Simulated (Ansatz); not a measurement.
# Y on Co(0001): change of the work function, part 4 of 4

How does Y on the fcc site change the work function of Co(0001) as the layer fills?

Ansatz 0.2.0; plane-wave DFT, PBE, Ansatz PAW.

So far, work function, upper face (eV): step 2 (the clean slab) 4.93; step 3 (37 atoms, coverage 0.111 ML, cell 3x3) 2.58.

### 4. Adsorbate added, k-mesh 6×6×1, coverage 0.25 ML (continued)

Projected DOS per atom, spin up over height of the atomic layer and energy from the Fermi level. Layers: Co4 Co4 Co4 Co4 Y from below.

Ten even steps from '0' (0.00 states/eV) to '9' (1.94 states/eV), each cell a mean:
```
00007
00008
00005
00003
11112
11221
69861
86561
74561
97781
86681
34440
44440
35430
24420
12210
00000
00000
00000
00000
00000
00000
```
Columns: height of the atomic layer (Å) from 9 to 17.1; rows upwards: energy from the Fermi level (eV) from -7.96 to 1.95.

Projected DOS per atom, spin down over height of the atomic layer and energy from the Fermi level. Layers: Co4 Co4 Co4 Co4 Y from below.

Values in states/eV, 22 rows by 5 columns, each cell a mean:
```
0.23 0.19 0.21 0.32 1.97
0.74 1.00 0.96 0.67 0.99
1.51 1.59 1.48 1.11 0.69
1.19 0.79 0.80 1.10 0.67
0.88 0.68 0.82 0.86 0.64
1.27 1.12 0.99 0.92 0.46
1.85 1.14 1.27 1.29 0.45
1.08 0.94 0.89 1.31 0.66
0.42 0.49 0.47 0.82 0.67
0.87 0.97 0.85 0.97 0.57
0.37 0.55 0.61 0.59 0.09
0.42 0.69 0.68 0.47 0.11
0.21 0.40 0.44 0.28 0.09
0.19 0.29 0.32 0.22 0.08
0.13 0.21 0.22 0.16 0.05
0.10 0.08 0.09 0.10 0.04
0.07 0.07 0.08 0.07 0.03
0.05 0.10 0.10 0.06 0.02
0.05 0.06 0.06 0.05 0.02
0.05 0.09 0.08 0.06 0.02
0.01 0.05 0.05 0.02 0.00
0.01 0.04 0.05 0.01 0.00
```
Columns: height of the atomic layer (Å) from 9 to 17.1; rows upwards: energy from the Fermi level (eV) from -7.96 to 1.95.

Site moment by atom:

| atom | site moment (μB) |
| --- | --- |
| Co1 | 1.83 |
| Co2 | 1.76 |
| Co3 | 1.72 |
| Co4 | 1.47 |
| Co5 | 1.83 |
| Co6 | 1.76 |
| Co7 | 1.72 |
| Co8 | 1.47 |
| Co9 | 1.83 |
| Co10 | 1.76 |
| Co11 | 1.72 |
| Co12 | 1.47 |
| Co13 | 1.84 |
| Co14 | 1.76 |
| Co15 | 1.75 |
| Co16 | 1.79 |
| Y17 | -0.15 |

Spin density in the ca plane at fractional y = 0.000, with atoms of Co within 0.2 Å of it.

Ten even steps from '0' (0.0 e/Å³) to '9' (5.5 e/Å³), each cell a mean:
```
00000001520000000025100000000000000000000000
00000000000000000000000000000000000000000000
00000000000000000000000000000000000000000000
00000000000000000000000000000000000000000000
00000000000000000000000000000000000000000000
00000001520000000025100000000000000000000000
00000003940000000037200000000000000000000000
00000000110000000001000000000000000000000000
00000000000000000000000000000000000000000000
00000000000000000000000000000000000000000000
00000000000000000000000000000000000000000000
00000000110000000001000000000000000000000000
00000003940000000037200000000000000000000000
```
Columns run along c (16.0 Å, from fractional 0.30 to 0.90 of the cell), rows up along a (5.0 Å). Atoms in or near the plane, at fractional coordinates: Co at (0.41, 0.00), Co at (0.56, 0.99), Co at (0.41, 0.50), Co at (0.56, 0.51).

Electrostatic potential energy in the ca plane at fractional y = 0.000, with atoms of Co within 0.2 Å of it. With pseudopotentials it is smooth inside the atoms' cores, unlike the true potential.

Ten even steps from '0' (-53 eV) to '9' (7 eV), each cell a mean:
```
99999961005899998500159999999999999999999999
98878985358987889743589999999999999999999999
97557999889975579988899999999999999999999999
97557999889975579988899999999999999999999999
98878985358987889743589999999999999999999999
99999961005899998500159999999999999999999999
99999950004899998400058988899999999999999999
99889972126999899731378877889999999999999999
98668997678987689987888644688999999999999999
97557999999985579999998633578999999999999999
98668997678987689987888644688999999999999999
99889972126999899731378877889999999999999999
99999950004899998400058988899999999999999999
```
Columns run along c (16.0 Å, from fractional 0.30 to 0.90 of the cell; values clipped at the 3rd and 97th percentile), rows up along a (5.0 Å). Atoms in or near the plane, at fractional coordinates: Co at (0.41, 0.00), Co at (0.56, 0.99), Co at (0.41, 0.50), Co at (0.56, 0.51).

ELF in the ca plane at fractional y = 0.000, with atoms of Co within 0.2 Å of it. It is the smooth field of the valence electrons, not physical close to the nuclei.

Ten even steps from '0' (0.00) to '9' (0.97), each cell a mean:
```
33323226962232232279622321000111000000000000
22112212321221122123212332111110000000000000
11221222222212212222223332211110000000000000
11221222222212212222223332211110000000000000
22112212321221122123212332111110000000000000
33323226962232232279622321000111000000000000
44333227983233332289722210000111100000000000
32222214642222222245322234210112110000000000
11111221112211112211222378631112110000000000
11221232223212212322332588741112210000000000
11111221112211112211222378631112110000000000
32222214642222222245322234210112110000000000
44333227983233332289722210000111100000000000
```
Columns run along c (16.0 Å, from fractional 0.30 to 0.90 of the cell), rows up along a (5.0 Å). Atoms in or near the plane, at fractional coordinates: Co at (0.41, 0.00), Co at (0.56, 0.99), Co at (0.41, 0.50), Co at (0.56, 0.51).

The relaxation took 8 steps and lowered the energy by 1.4 eV; the largest force on the free atoms ends at 0.0071 eV/Å.

By hand: a sheet of dipoles makes a step −p/(ε₀A) in the electron's potential. With e/ε₀ = 180.95 V·Å, p = 0.3006 e·Å and A = 21.82 Å², that is −180.95 × (0.3006) / 21.82 = -2.492 eV, and the two vacuum levels of the run differ by -2.492 eV.

The covered face has 2.49 eV, -2.44 eV against the clean one; the bare back face has moved by -0.01 eV, a measure of how thin the slab is.

### 5. Work function against coverage

This step: plane-wave DFT, PBE, Ansatz PAW; work function against coverage (Ansatz 0.2.0).

The runs are now put side by side.

This step gave:

```yaml
work_function_of_the_clean_face: 4.925 eV
largest_change_of_the_work_function: -2.436 eV
```

The work function of the covered face by coverage:

| coverage (adsorbates/nm²) | work function of the covered face (eV) |
| --- | --- |
| 0.00 | 4.93 |
| 2.04 | 2.58 |
| 4.58 | 2.49 |

The dipole per adsorbate comes from the change of the cell's dipole. Coverage, by row:

| coverage (1/nm²) | coverage (ML) | work function (eV) | change (eV) | dipole per adsorbate, positive end outwards (debye) | mean height of the added atoms over the highest substrate atom (Å) |
| --- | --- | --- | --- | --- | --- |
| 2.036 | 0.1111 | 2.579 | -2.346 | 3.035 | 2.003 |
| 4.582 | 0.25 | 2.489 | -2.436 | 1.407 | 1.909 |

### 6. What came out

```yaml
work_function_of_the_clean_face: 4.93 eV
work_function_at_0p11_ml: 2.58 eV
work_function_at_0p25_ml: 2.49 eV
dipole_per_adsorbate_at_0p11_ml_positive_end_outwards: 3.04 D
```

Y lowers the work function of Co(0001) at the lowest coverage, by 2.35 eV: the adsorbate layer has its positive end outwards. The slab has 4 layers, at the tabulated experimental lattice constant, one starting site was run, and quantum-size effects of a slab this thin can reach one or two tenths of an eV. The magnetic order is the one reached from the typed start; other orders were not compared.

[Logs are printed without paths, hosts, clocks, repeated set-up lines and the standing remarks that a program may print on its own settings, such as how far it seeks lower states.]

[Hosts, paths, dates, database ids (printed as entryN), source tags and the programs' standing remarks are cut or masked in the printed files.]

[Maps of the electrostatic potential energy from Ansatz leave out the sawtooth potential of an applied field or a dipole correction, so their vacuum need not be flat; planar profiles and work functions include it.]
